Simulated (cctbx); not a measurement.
# Symmetry from intensities

Cell: a = 9.8120 Å, b = 9.8120 Å, c = 3.8070 Å, α = 90.00°, β = 90.00°, γ = 120.00°. Expected content of the cell: Lu1 Pr1 As7 Cu3 Ni3 Co6.

The data are simulated with cctbx, not measured: synchrotron X-rays, λ = 0.6889 Å, to d = 0.8 Å, 95 % of the full sphere, strongest reflection 70000 counts, noise from counting, a 4 % proportional error and a noise floor of 8 counts (s.d.); no absorption.

A first pass over the reflections prints:

```text
2496 reflections to d = 0.803 A
centring   violations  <I/sigma> of those
    A       1172 of  1232     16.3
    B       1163 of  1232     16.3
    C       1169 of  1252     15.8
    I       1171 of  1234     16.3
    R       1576 of  1650     16.4
    F       1752 of  1858     16.1
Laue class    unique    Rint  (classes that these axes allow; Friedel mates merged)
P -1             1299   0.035
P 1 1 2/m         757   0.038
P -3              436   0.041
P -3 1 m          245   0.435
P -3 m 1          260   0.436
P 6/m             255   0.042
P 6/m m m         162   0.436
space group    extra absences  I>4sigma  <I/sigma>
P 6                     0          0         -  acentric
P 63                    4          0       0.7  acentric
P -6                    0          0         -  acentric
P 6/m                   0          0         -  centric
P 63/m                  4          0       0.7  centric
Wilson B = 1.45 A^2   <|E^2-1|> = 0.794 (0.968 centric, 0.736 acentric)   E^2>4: 3.1 %
shell (A)         n   <I/sigma>
 8.50 - 1.60     39     42.4
 1.60 - 1.27     29     43.9
 1.27 - 1.11     35     47.2
 1.11 - 1.01     28     42.0
 1.01 - 0.94     31     40.3
 0.94 - 0.88     26     37.9
 0.88 - 0.84     36     36.4
 0.84 - 0.80     31     34.0
```

Q: Read the symmetry from these tables.

Every centring test has many violations, so the lattice is primitive.

Rint stays low (0.035 to 0.042) up to P 6/m and is 0.435 or more in the other classes.

5 settings pass the absence test. The most absences obeyed, 4, belong to P 63 and P 63/m, which absences can't tell apart.

⟨|E²−1|⟩ = 0.794 leans to a non-centrosymmetric structure. The Wilson B of 1.45 Å² means U ≈ 0.0184 Å².

The true group is P-6 (no. 174), Laue class 6/m, non-centrosymmetric. It passes the tests but isn't the first choice, because the arrangement of the atoms makes further classes of reflections very weak or absent.

The model was made for the exercise: a known structure type with other elements put in, its volume estimated, not relaxed; displacement parameters are assumed.

[Logs are printed without paths, hosts, clocks, repeated set-up lines and the standing remarks that a program may print on its own settings, such as how far it seeks lower states.]
